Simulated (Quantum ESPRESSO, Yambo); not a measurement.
An input for Quantum ESPRESSO 7.5 (CsGeCl3 (R3m)):

```
&control
  calculation = 'nscf'
  prefix = 'x'
  outdir = 'o'
  pseudo_dir = 'pseudo'
/
&system
  ibrav = 0
  nat = 5
  ntyp = 3
  ecutwfc = 116.0
  nbnd = 137
  force_symmorphic = .true.
/
&electrons
  conv_thr = 1e-9
  electron_maxstep = 80
  diago_full_acc = .true.
  diago_thr_init = 5e-6
/
ATOMIC_SPECIES
  Cs 132.91 Cs.upf
  Ge 72.63 Ge.upf
  Cl 35.45 Cl.upf
CELL_PARAMETERS angstrom
  3.9237527185 2.2653796883 3.2418665443
  -3.9237527185 2.2653796883 3.2418665443
  0.0000000000 -4.5307593765 3.2418665443
ATOMIC_POSITIONS crystal
  Cs 0.9984033500 0.9984033500 0.9984033500
  Ge 0.5155331500 0.5155331500 0.5155331500
  Cl 0.4967126700 0.4967126700 0.9486381700
  Cl 0.4967126700 0.9486381700 0.4967126700
  Cl 0.9486381700 0.4967126700 0.4967126700
K_POINTS automatic
  4 4 4 0 0 0
```

```sh
OMP_NUM_THREADS=1 mpirun -n 8 pw.x -nk 4 -in pw.in > pw.out
```

Q: How long will it take on 8 MPI ranks of Arm Neoverse V2, shared host, and how much memory?

It took 91 s; on shared hardware allow 46 s to 3 min. Peak host memory was 1.8 GiB.

[Paths, hosts, dates, memory and timing lines, banners, echoed tables and standing remarks are left out of the program output.]

[Logs are printed without paths, hosts, clocks, repeated set-up lines and the standing remarks that a program may print on its own settings, such as how far it seeks lower states.]

[Runs of the session that timed out or met a known fault of the program may be left out.]

[Hosts, paths, dates, database ids (printed as entryN), source tags and the programs' standing remarks are cut or masked in the printed files.]
